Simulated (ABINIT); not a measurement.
# Completion of the band sum in GW: TePb (Fm-3m), part 2 of 2

Aim: few bands, with and without a completion of the sum over empty states, for TePb (Fm-3m).

ABINIT 10.8.3; PBE and many-body steps on it, plane waves. Known limits of the many-body steps: short of the basis limit; model gap, bands may invert with spin-orbit coupling; exchange with frozen shells missing; mesh may overstate the screening; no spin-orbit coupling; coarse k mesh.

So far. Step 3 (Screening, 4×4×4 mesh, 296 bands, screening to 228.6 eV): Local fields lower ε∞ by 7 %. Step 4 (296 bands): The gap on the mesh goes from 0.74 eV to 1.12 eV, a correction of +0.38 eV.

### 6. 40 bands

This step: G0W0 on PBE, plane waves, norm-conserving pseudopotentials.

Input file run.abi:

```
acell 3*1.0 Angstrom
rprim 
  -0.000000000000 3.231000000000 3.231000000000
  3.231000000000 0.000000000000 3.231000000000
  3.231000000000 3.231000000000 0.000000000000
ntypat 2
znucl 52 82
natom 2
typat 1 2
xred 
  0.500000000000 0.500000000000 0.500000000000
  0.000000000000 -0.000000000000 -0.000000000000
pp_dirpath "pseudos"
pseudos "Te.upf, Pb.upf"
ecut 34
ngkpt 4 4 4
nshiftk 1
shiftk 0 0 0
kptopt 1
chksymbreak 0
istwfk *1
occopt 1
irdwfk 1
optdriver 4
nband 40
gwcalctyp 0
ecutsigx 34
symsigma 1
nkptgw 2
kptgw 
  0.5000000000 0.0000000000 0.0000000000
  0.0000000000 0.0000000000 0.0000000000
bdgw 
  13 18
  13 18
ecuteps 8.4
irdscr 1
ppmodel 1
indata_prefix "in"
outdata_prefix "out"
tmpdata_prefix "tmp"
```

Launch:

```
> OMP_NUM_THREADS=1 mpirun -n 4 abinit run.abi > log
```

Output:

```text
.Version 10.8.3 of ABINIT. v10.8.2 released Aug 2026.

 Symmetries : space group Fm -3 m (#225); Bravais cF (face-center cubic)
[... echo of the input left out ...]
== DATASET  1 ==================================================================
-   mpi_nproc: 4, omp_nthreads: 1 (-1 if OMP is not activated)

--- !DatasetInfo
iteration_state: {dtset: 1, }
dimensions: {natom: 2, nkpt: 8, mband: 40, nsppol: 1, nspinor: 1, nspden: 1, mpw: 4338, }
cutoff_energies: {ecut:  34.0, pawecutdg:  -1.0, }
electrons: {nelect:   3.00000000E+01, charge:   0.00000000E+00, occopt:   1.00000000E+00, tsmear:   1.00000000E-02, }

 SIGMA: Calculation of the GW corrections

 Based on a program developped by R.W. Godby, V. Olevano, G. Onida, and L. Reining.
 Incorporated in ABINIT by V. Olevano, G.-M. Rignanese, and M. Torrent.
.Using double precision arithmetic ; gwpc =  8

[... cell and pseudopotentials left out ...]
--------------------------------------------------------------------------------

 ==== K-mesh for the wavefunctions ====
 Number of points in the irreducible wedge :     8
[... list of points left out ...]
 Together with 48 symmetry operations and time-reversal symmetry
 yields    64 points in the full Brillouin Zone.

 ==== Q-mesh for screening function ====
 Number of points in the irreducible wedge :     8
[... list of points left out ...]
 Together with 48 symmetry operations and time-reversal symmetry
 yields    64 points in the full Brillouin Zone.

 vcoul_init : cutoff-mode = AUXILIARY_FUNCTION
 q-points for optical limit:   1
     1)      0.000010    0.000020    0.000030
 setmesh: FFT mesh size selected  =    45x   45x   45
          total number of points  =        91125

 Number of electrons calculated from density =   30.0000; Expected =   30.0000
[...]
number of omega for Sigma on real axis              0
 max omega for Sigma on real axis  [eV]           0.00
 zcut for avoiding poles [eV]                     0.10

 EPSILON^-1 parameters (SCR file):
 dimension of the eps^-1 matrix on file            531
 dimension of the eps^-1 matrix used               531
 number of plane-waves for wavefunctions          4285
 number of bands                                    40
 number of q-points in IBZ                           8
 number of frequencies                               2
 number of real frequencies                          1
 number of imag frequencies                          1

 matrix elements of self-energy operator (all in [eV])

 Perturbative Calculation

--- !SelfEnergy_ee
iteration_state: {dtset: 1, }
kpoint     : [   0.500,    0.000,    0.000, ]
spin       : 1
KS_gap     :    0.736
QP_gap     :    0.945
Delta_QP_KS:    0.209
data: !SigmaeeData |
     Band     E0 <VxcDFT>   SigX SigC(E0)      Z dSigC/dE  Sig(E)    E-E0       E
       13   3.289 -11.806 -14.356   2.227   0.783  -0.277 -12.059  -0.252   3.037
       14   3.289 -11.806 -14.356   2.227   0.783  -0.277 -12.059  -0.252   3.037
       15   4.179 -12.163 -13.776   1.450   0.793  -0.261 -12.292  -0.130   4.049
[...]
--- !SelfEnergy_ee
iteration_state: {dtset: 1, }
kpoint     : [   0.000,    0.000,    0.000, ]
spin       : 1
KS_gap     :    5.441
QP_gap     :    5.926
Delta_QP_KS:    0.485
data: !SigmaeeData |
     Band     E0 <VxcDFT>   SigX SigC(E0)      Z dSigC/dE  Sig(E)    E-E0       E
[...]
17   8.279 -10.803  -7.343  -3.313   0.782  -0.279 -10.688   0.115   8.394
       18   8.279 -10.803  -7.343  -3.313   0.782  -0.279 -10.688   0.115   8.394

== END DATASET(S) ==============================================================
================================================================================

 -outvars: echo values of variables after computation  --------
           etotal      0.0000000000E+00
            nband          40
             nkpt           8
          spgroup         225
 [... the other variables as echoed above ...]

 Calculation completed.
```

Wall time 21 s (4 MPI ranks of Arm Neoverse V1, shared host); peak memory 1.3 GiB; 82 s of CPU time.

This step gave:

* G0W0 gap on the mesh: 0.9450 eV
* starting gap on the mesh: 0.7358 eV
* k of the valence top: 0.5, 0, 0
* k of the conduction bottom: 0.5, 0, 0
* Z at the valence top: 0.793
* Z at the conduction bottom: 0.802
* least direct G0W0 gap on the computed points: 0.9450 eV

Against G0W0 in ABINIT (4×4×4 mesh, 296 bands, screening to 228.6 eV, Godby-Needs plasmon pole), the gap moves by −0.172 eV.

### 7. Screening, 4×4×4 mesh, 40 bands, screening to 228.6 eV

This step: RPA screening on PBE, plane waves, norm-conserving pseudopotentials.

Edit run.abi of step 6 so:

```diff
@@ -23,17 +23,10 @@
 irdwfk 1
-optdriver 4
+optdriver 3
 nband 40
-gwcalctyp 0
-ecutsigx 34
-symsigma 1
-nkptgw 2
-kptgw 
-  0.5000000000 0.0000000000 0.0000000000
-  0.0000000000 0.0000000000 0.0000000000
-bdgw 
-  13 18
-  13 18
 ecuteps 8.4
-irdscr 1
-ppmodel 1
+inclvkb 2
+awtr 1
+symchi 1
+gwcomp 1
+gwencomp 3
 indata_prefix "in"
```

Output:

```text
.Version 10.8.3 of ABINIT. v10.8.2 released Aug 2026.

 Symmetries : space group Fm -3 m (#225); Bravais cF (face-center cubic)
[... echo of the input left out ...]
== DATASET  1 ==================================================================
-   mpi_nproc: 4, omp_nthreads: 1 (-1 if OMP is not activated)

--- !DatasetInfo
iteration_state: {dtset: 1, }
dimensions: {natom: 2, nkpt: 8, mband: 40, nsppol: 1, nspinor: 1, nspden: 1, mpw: 4338, }
cutoff_energies: {ecut:  34.0, pawecutdg:  -1.0, }
[...]
--------------------------------------------------------------------------------
[... chi0 elements left out ...]
 For q-point:  0.000010 0.000020 0.000030
  dielectric constant =  38.7446
  dielectric constant without local fields =  41.6358

  Average fulfillment of the sum rule on Im[epsilon] for q-point    1 :    225.82  [%]
[... wings left out ...]
  q-point number  2        q = ( 0.250000, 0.000000, 0.000000) [r.l.u.]
--------------------------------------------------------------------------------
[... chi0 elements left out ...]
  Average fulfillment of the sum rule on Im[epsilon] for q-point    2 :    257.48  [%]

 [... 6 further q-points ...]
```

It took 92 s on 4 MPI ranks; peak memory 1.2 GiB; 6.1 min of CPU time.

Numbers from this step:

- ε∞ with local fields, on this mesh: 38.74
- ε∞ without local fields, on this mesh: 41.64
- plasma frequency: 24.76 eV
- plane waves in the screening matrix: 531

### 8. 40 bands, completed

This step: G0W0 on PBE, plane waves, norm-conserving pseudopotentials.

Edit run.abi of step 7 so:

```diff
@@ -23,8 +23,17 @@
 irdwfk 1
-optdriver 3
+optdriver 4
 nband 40
+gwcalctyp 0
+ecutsigx 34
+symsigma 1
+nkptgw 2
+kptgw 
+  0.5000000000 0.0000000000 0.0000000000
+  0.0000000000 0.0000000000 0.0000000000
+bdgw 
+  13 18
+  13 18
 ecuteps 8.4
-inclvkb 2
-awtr 1
-symchi 1
+irdscr 1
+ppmodel 1
 gwcomp 1
```

Output:

```text
.Version 10.8.3 of ABINIT. v10.8.2 released Aug 2026.

 Symmetries : space group Fm -3 m (#225); Bravais cF (face-center cubic)
[... echo of the input left out ...]
== DATASET  1 ==================================================================
-   mpi_nproc: 4, omp_nthreads: 1 (-1 if OMP is not activated)

--- !DatasetInfo
iteration_state: {dtset: 1, }
dimensions: {natom: 2, nkpt: 8, mband: 40, nsppol: 1, nspinor: 1, nspden: 1, mpw: 4338, }
cutoff_energies: {ecut:  34.0, pawecutdg:  -1.0, }
[...]
Band     E0 <VxcDFT>   SigX SigC(E0)      Z dSigC/dE  Sig(E)    E-E0       E
[...]
17   8.279 -10.803  -7.343  -3.909   0.787  -0.271 -11.156  -0.353   7.926
       18   8.279 -10.803  -7.343  -3.909   0.787  -0.271 -11.156  -0.353   7.926

== END DATASET(S) ==============================================================
================================================================================

 -outvars: echo values of variables after computation  --------
           etotal      0.0000000000E+00
            nband          40
             nkpt           8
          spgroup         225
 [... the other variables as echoed above ...]

 Calculation completed.
```

Elapsed: 22 s, on 4 MPI ranks; peak memory 1.3 GiB; 89 s of CPU time.

This step gave:

- G0W0 gap on the mesh: 1.069 eV
- starting gap on the mesh: 0.7358 eV
- k of the valence top: 0.5, 0, 0
- k of the conduction bottom: 0.5, 0, 0
- least direct G0W0 gap on the computed points: 1.069 eV

Against G0W0 in ABINIT (4×4×4 mesh, 296 bands, screening to 228.6 eV, Godby-Needs plasmon pole), the gap moves by −0.048 eV.

### 9. Screening, 4×4×4 mesh, 114 bands, screening to 228.6 eV

This step: RPA screening on PBE, plane waves, norm-conserving pseudopotentials.

Edit run.abi of step 8 so:

```diff
@@ -23,19 +23,8 @@
 irdwfk 1
-optdriver 4
-nband 40
-gwcalctyp 0
-ecutsigx 34
-symsigma 1
-nkptgw 2
-kptgw 
-  0.5000000000 0.0000000000 0.0000000000
-  0.0000000000 0.0000000000 0.0000000000
-bdgw 
-  13 18
-  13 18
+optdriver 3
+nband 114
 ecuteps 8.4
-irdscr 1
-ppmodel 1
-gwcomp 1
-gwencomp 3
+inclvkb 2
+awtr 1
+symchi 1
 indata_prefix "in"
```

Output:

```text
.Version 10.8.3 of ABINIT. v10.8.2 released Aug 2026.

 Symmetries : space group Fm -3 m (#225); Bravais cF (face-center cubic)
[... echo of the input left out ...]
== DATASET  1 ==================================================================
-   mpi_nproc: 4, omp_nthreads: 1 (-1 if OMP is not activated)

--- !DatasetInfo
iteration_state: {dtset: 1, }
dimensions: {natom: 2, nkpt: 8, mband: 114, nsppol: 1, nspinor: 1, nspden: 1, mpw: 4338, }
cutoff_energies: {ecut:  34.0, pawecutdg:  -1.0, }
[...]
--------------------------------------------------------------------------------
[... chi0 elements left out ...]
 For q-point:  0.000010 0.000020 0.000030
  dielectric constant =  38.6419
  dielectric constant without local fields =  41.7281

  Average fulfillment of the sum rule on Im[epsilon] for q-point    1 :     82.62  [%]
[... wings left out ...]
  q-point number  2        q = ( 0.250000, 0.000000, 0.000000) [r.l.u.]
--------------------------------------------------------------------------------
[... chi0 elements left out ...]
  Average fulfillment of the sum rule on Im[epsilon] for q-point    2 :    109.50  [%]

 [... 6 further q-points ...]
```

The job ended after 1.7 min (4 MPI ranks; peak memory 1.4 GiB; 6.7 min of CPU time).

Numbers from this step:

```yaml
eps_infinity_with_local_fields_on_this_mesh: 38.64
eps_infinity_without_local_fields_on_this_mesh: 41.73
plasma_frequency: 24.76 eV
plane_waves_in_the_screening_matrix: 531
```

### 10. 114 bands

This step: G0W0 on PBE, plane waves, norm-conserving pseudopotentials.

Edit run.abi of step 9 so:

```diff
@@ -23,8 +23,17 @@
 irdwfk 1
-optdriver 3
+optdriver 4
 nband 114
+gwcalctyp 0
+ecutsigx 34
+symsigma 1
+nkptgw 2
+kptgw 
+  0.5000000000 0.0000000000 0.0000000000
+  0.0000000000 0.0000000000 0.0000000000
+bdgw 
+  13 18
+  13 18
 ecuteps 8.4
-inclvkb 2
-awtr 1
-symchi 1
+irdscr 1
+ppmodel 1
 indata_prefix "in"
```

Output:

```text
.Version 10.8.3 of ABINIT. v10.8.2 released Aug 2026.

 Symmetries : space group Fm -3 m (#225); Bravais cF (face-center cubic)
[... echo of the input left out ...]
== DATASET  1 ==================================================================
-   mpi_nproc: 4, omp_nthreads: 1 (-1 if OMP is not activated)

--- !DatasetInfo
iteration_state: {dtset: 1, }
dimensions: {natom: 2, nkpt: 8, mband: 114, nsppol: 1, nspinor: 1, nspden: 1, mpw: 4338, }
cutoff_energies: {ecut:  34.0, pawecutdg:  -1.0, }
[...]
Band     E0 <VxcDFT>   SigX SigC(E0)      Z dSigC/dE  Sig(E)    E-E0       E
[...]
17   8.279 -10.803  -7.343  -3.932   0.783  -0.277 -11.172  -0.369   7.910
       18   8.279 -10.803  -7.343  -3.932   0.783  -0.277 -11.172  -0.369   7.910

== END DATASET(S) ==============================================================
================================================================================

 -outvars: echo values of variables after computation  --------
           etotal      0.0000000000E+00
            nband         114
             nkpt           8
          spgroup         225
 [... the other variables as echoed above ...]

 Calculation completed.
```

Elapsed: 52 s, on 4 MPI ranks; peak memory 1.7 GiB.

This step gave:

| Item | Value |
| --- | --- |
| G0W0 gap on the mesh | 1.076 eV |
| starting gap on the mesh | 0.7358 eV |
| k of the valence top | 0.5, 0, 0 |
| k of the conduction bottom | 0.5, 0, 0 |
| least direct G0W0 gap on the computed points | 1.076 eV |

Against G0W0 in ABINIT (4×4×4 mesh, 296 bands, screening to 228.6 eV, Godby-Needs plasmon pole), the gap moves by −0.041 eV.

### 11. Screening, 4×4×4 mesh, 114 bands, screening to 228.6 eV

This step: RPA screening on PBE, plane waves, norm-conserving pseudopotentials.

Edit run.abi of step 10 so:

```diff
@@ -23,17 +23,10 @@
 irdwfk 1
-optdriver 4
+optdriver 3
 nband 114
-gwcalctyp 0
-ecutsigx 34
-symsigma 1
-nkptgw 2
-kptgw 
-  0.5000000000 0.0000000000 0.0000000000
-  0.0000000000 0.0000000000 0.0000000000
-bdgw 
-  13 18
-  13 18
 ecuteps 8.4
-irdscr 1
-ppmodel 1
+inclvkb 2
+awtr 1
+symchi 1
+gwcomp 1
+gwencomp 1.5
 indata_prefix "in"
```

Output:

```text
.Version 10.8.3 of ABINIT. v10.8.2 released Aug 2026.

 Symmetries : space group Fm -3 m (#225); Bravais cF (face-center cubic)
[... echo of the input left out ...]
== DATASET  1 ==================================================================
-   mpi_nproc: 4, omp_nthreads: 1 (-1 if OMP is not activated)

--- !DatasetInfo
iteration_state: {dtset: 1, }
dimensions: {natom: 2, nkpt: 8, mband: 114, nsppol: 1, nspinor: 1, nspden: 1, mpw: 4338, }
cutoff_energies: {ecut:  34.0, pawecutdg:  -1.0, }
[...]
--------------------------------------------------------------------------------
[... chi0 elements left out ...]
 For q-point:  0.000010 0.000020 0.000030
  dielectric constant =  38.7729
  dielectric constant without local fields =  41.7281

  Average fulfillment of the sum rule on Im[epsilon] for q-point    1 :    171.82  [%]
[... wings left out ...]
  q-point number  2        q = ( 0.250000, 0.000000, 0.000000) [r.l.u.]
--------------------------------------------------------------------------------
[... chi0 elements left out ...]
  Average fulfillment of the sum rule on Im[epsilon] for q-point    2 :    198.98  [%]

 [... 6 further q-points ...]
```

Elapsed: 2.8 min, on 4 MPI ranks; peak memory 1.7 GiB; 11 min of CPU time.

Read from the output:

```
ε∞ with local fields, on this mesh    : 38.77
ε∞ without local fields, on this mesh : 41.73
plasma frequency                      : 24.76 eV
plane waves in the screening matrix   : 531
```

### 12. 114 bands, completed

This step: G0W0 on PBE, plane waves, norm-conserving pseudopotentials.

Edit run.abi of step 11 so:

```diff
@@ -23,8 +23,17 @@
 irdwfk 1
-optdriver 3
+optdriver 4
 nband 114
+gwcalctyp 0
+ecutsigx 34
+symsigma 1
+nkptgw 2
+kptgw 
+  0.5000000000 0.0000000000 0.0000000000
+  0.0000000000 0.0000000000 0.0000000000
+bdgw 
+  13 18
+  13 18
 ecuteps 8.4
-inclvkb 2
-awtr 1
-symchi 1
+irdscr 1
+ppmodel 1
 gwcomp 1
```

Output:

```text
.Version 10.8.3 of ABINIT. v10.8.2 released Aug 2026.

 Symmetries : space group Fm -3 m (#225); Bravais cF (face-center cubic)
[... echo of the input left out ...]
== DATASET  1 ==================================================================
-   mpi_nproc: 4, omp_nthreads: 1 (-1 if OMP is not activated)

--- !DatasetInfo
iteration_state: {dtset: 1, }
dimensions: {natom: 2, nkpt: 8, mband: 114, nsppol: 1, nspinor: 1, nspden: 1, mpw: 4338, }
cutoff_energies: {ecut:  34.0, pawecutdg:  -1.0, }
[...]
Band     E0 <VxcDFT>   SigX SigC(E0)      Z dSigC/dE  Sig(E)    E-E0       E
[...]
17   8.279 -10.803  -7.343  -4.368   0.783  -0.277 -11.513  -0.711   7.569
       18   8.279 -10.803  -7.343  -4.368   0.783  -0.277 -11.513  -0.711   7.569

== END DATASET(S) ==============================================================
================================================================================

 -outvars: echo values of variables after computation  --------
           etotal      0.0000000000E+00
            nband         114
             nkpt           8
          spgroup         225
 [... the other variables as echoed above ...]

 Calculation completed.
```

It took 57 s on 4 MPI ranks; peak memory 1.8 GiB.

Read from the output:

| Quantity | Value |
| --- | --- |
| G0W0 gap on the mesh | 1.152 eV |
| starting gap on the mesh | 0.7358 eV |
| k of the valence top | 0.5, 0, 0 |
| k of the conduction bottom | 0.5, 0, 0 |
| least direct G0W0 gap on the computed points | 1.152 eV |

Against G0W0 in ABINIT (4×4×4 mesh, 296 bands, screening to 228.6 eV, Godby-Needs plasmon pole), the gap moves by +0.035 eV.

### 13. The runs together

Times are wall times on 4 MPI ranks of Arm Neoverse V1, shared host, good to a factor of about two. A run's time includes the screening step that it read.

```csv
run,mesh,bands,screening cutoff (eV),DFT gap (eV),gap on the mesh (eV),direct (eV),ε∞ used,time
296 bands,4×4×4,296,228.6,0.736,1.117,1.117,38.73,6.9 min
40 bands,4×4×4,40,228.6,0.736,0.945,0.945,38.41,51 s
"40 bands, completed",4×4×4,40,228.6,0.736,1.069,1.069,38.74,1.9 min
114 bands,4×4×4,114,228.6,0.736,1.076,1.076,38.64,2.5 min
"114 bands, completed",4×4×4,114,228.6,0.736,1.152,1.152,38.77,3.7 min
```

### 14. Outcome

| Item | Value |
| --- | --- |
| 296 bands | 1.117 eV |
| 40 bands | 0.945 eV |
| 40 bands, completed | 1.069 eV |
| 114 bands | 1.076 eV |
| 114 bands, completed | 1.152 eV |

What this shows: 40 bands: −0.172 eV against 296 bands. 40 bands, completed: −0.048 eV against 296 bands. 114 bands: −0.041 eV against 296 bands. 114 bands, completed: +0.035 eV against 296 bands. The row with most bands is itself short of the limit, so it is no exact reference, and agreement of a truncated run with it can be a cancellation between the edges. The 4×4×4 mesh is coarse for this cell, which bears on the long-range parts of exchange and screening. Where an edge is built on 6p states of lead, bismuth or thallium, scalar-relativistic gaps usually stand too wide, by a few tenths to over one eV. With atoms this heavy and so narrow a gap, spin-orbit coupling can invert the bands. These scalar-relativistic gaps are then model values, not to be set against experiment, and a spin-orbit change taken from DFT can't simply be added. The norm-conserving file of at least one element keeps a d shell over frozen s and p shells of the same row. Exchange with those shells is missing from the self-energy, an error of 0.3 to 0.9 eV in cases checked, whose sign depends on which edge lies on those atoms. The RPA ε∞ on this mesh reaches over 25; with a narrow direct gap a coarse mesh can overstate it, and the correction is then too small.

[Long decimals in the printed logs are rounded to 6 places.]

[Logs are printed without paths, hosts, clocks, repeated set-up lines and the standing remarks that a program may print on its own settings, such as how far it seeks lower states.]

[Paths, hosts, dates, memory and timing lines, banners, echoed tables and standing remarks are left out of the program output; an Ansatz launch command may be rebuilt from the run's recorded settings. Measured values are a selection of at most five: reports struck by readers or far from the other reports are left out. None is set beside runs whose start may be inverted or whose files or cutoffs have a known fault.]

[Runs of the session that timed out or met a known fault of the program may be left out.]

[Hosts, paths, dates, database ids (printed as entryN), source tags and the programs' standing remarks are cut or masked in the printed files.]

[G0W0 gaps are taken among the corrected bands and points alone; a level outside them can change the order at an edge.]

[Where Ansatz stands beside ABINIT at settings called matched, ABINIT's density can come from a denser mesh and the files from another edition; pairs whose starting gaps differed by over 0.03 eV were left out, so agreement reads better than it is.]
